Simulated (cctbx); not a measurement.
# LaEuCu: solution and refinement

Cell a = 4.7980 Å, b = 4.7980 Å, c = 8.0400 Å, α = 90.00°, β = 90.00°, γ = 120.00°; space group P6_3/mmc (no. 194); content Eu2 La2 Cu2.

The data are simulated with cctbx, not measured: Ag Kα, λ = 0.56087 Å, to d = 0.6 Å, 80 % of the full sphere, strongest reflection 5000 counts, noise from counting, a 1.5 % proportional error and a noise floor of 4 counts (s.d.); no absorption.

Charge flipping in P1 on normalised amplitudes to 0.9 Å, δ = 1.2 σ, 20 % of the reflections treated as weak, 200 cycles:

```text
cycle      R  skewness
    0  0.547     0.30
   16  0.513     2.07
   32  0.414     2.75
   48  0.398     2.55
   64  0.408     2.72
   80  0.399     2.64
   96  0.405     2.60
  112  0.419     2.55
  128  0.396     2.51
  144  0.403     2.59
  160  0.411     2.53
  176  0.390     2.32
  192  0.370     2.28
origin shift          correlation  skewness
 0.404  0.513  0.192      0.998      5.83
 0.404  0.516  0.445      0.998      7.18
 0.748  0.212  0.180      0.943      6.77
 0.722  0.183  0.429      0.944      5.86
taken: symmetry correlation 0.998, skewness 7.18
peak      x       y       z  mult  height/sigma
Q1    0.3333  0.6667  0.2500    2     15.1
Q2    0.0000  0.0000  0.0000    2     12.2
Q3    0.3333  0.6667  0.7500    2      6.2
Q4    0.3333  0.6667  0.0899    4      0.4
Q5    0.0170  0.2542  0.5834   24      0.4
Q6    0.2038  0.4077  0.1705   12      0.4
Q7    0.1291  0.5646  0.6164   12      0.3
Q8    0.1532  0.3065  0.0073   12      0.2
```

The origin is taken among those within 0.04 of the best correlation, by the skewness of the map.

Run time: 0.79 s on 1 thread of Arm Neoverse N1, with other jobs on the host, peak memory 0.07 GiB.

Q: Assign the peaks.

Heights go roughly as Z and multiplicities must add up to the content. First model: Q1 = Eu1 (2 in the cell, height 15.1), Q2 = La1 (2 in the cell, height 12.2) and Q3 = Cu1 (2 in the cell, height 6.2). Against the true structure, Q1 is Eu, Q2 is La and Q3 is Cu; the other peaks are not atoms.

Least squares on F², isotropic:

```text
Rint 0.054, 174 unique reflections to 0.60 A
cycle     R1     wR2    GooF  max shift (A)
   1  0.1779  0.3417  11.309   0.00000
   2  0.0796  0.1253   4.148   0.00000
final R1 0.0796 wR2 0.1253 GooF 4.148  parameters 3  data/parameter 58.0
atom        x        y        z      Ueq    occ   su(xyz)  su(Uiso or U11)
Eu1    0.33333  0.66667  0.25000   0.0288  1.000  0.00000  0.0005
La1    0.00000  0.00000  0.00000   0.0369  1.000  0.00000  0.0007
Cu1    0.33333  0.66667  0.75000   0.0322  1.000  0.00000  0.0011
difference map: max 13.33 min -5.95 rms 0.89
Q1    0.0000  0.0000  0.0519    4   13.46  0.42 A from La1
Q2    0.0000  0.0000  0.1274    4    5.15  1.02 A from La1
Q3    0.3333  0.6667  0.2500    2    3.76  0.00 A from Eu1
Q4    0.0436  0.0873  0.2500    6    3.53  2.04 A from La1
Q5    0.3333  0.6667  0.5584    4    2.69  1.54 A from Cu1
```

Anisotropic refinement:

```text
Rint 0.054, 174 unique reflections to 0.60 A
cycle     R1     wR2    GooF  max shift (A)
   1  0.0796  0.1253   4.185   0.00000
   2  0.0173  0.0298   0.993   0.00000
final R1 0.0173 wR2 0.0298 GooF 0.993  parameters 6  data/parameter 29.0
atom        x        y        z      Ueq    occ   su(xyz)  su(Uiso or U11)
Eu1    0.33333  0.66667  0.25000   0.0283  1.000  0.00000  0.0002
La1    0.00000  0.00000  0.00000   0.0383  1.000  0.00000  0.0002
Cu1    0.33333  0.66667  0.75000   0.0308  1.000  0.00000  0.0004
difference map: max 1.05 min -1.14 rms 0.26
Q1    0.1050  0.2099  0.2500    6    1.23  1.90 A from Eu1
Q2    0.1139  0.2279  0.9920   12    1.08  0.95 A from La1
Q3    0.3333  0.6667  0.1215    4    0.99  1.03 A from Eu1
Q4    0.1138  0.4016  0.7500   12    0.90  1.18 A from Cu1
Q5    0.1085  0.2171  0.7500    6    0.84  1.87 A from Cu1
Q6    0.1280  0.4352  0.2500   12    0.77  1.05 A from Eu1
```

**Reading.** The refinement ends at R1 = 0.0173, wR2 = 0.0298, GooF = 0.99, with difference density between -1.14 and 1.05 e/Å³. Every site matches the true model in element, within 0.001 Å r.m.s., up to an allowed shift of origin.

True model:

```
atom  mult.    x    y    z  Ueq (Å²)
 Eu1      2  2/3  1/3  1/4    0.0281
 La1      2    0    0    0    0.0386
 Cu1      2  2/3  1/3  3/4    0.0306
```

The model is made up (kin elements in a known structure type, no relaxation), so it says nothing on whether the phase exists.

[Middle refinement cycles are left out of these outputs.]

[Logs are printed without paths, hosts, clocks, repeated set-up lines and the standing remarks that a program may print on its own settings, such as how far it seeks lower states.]
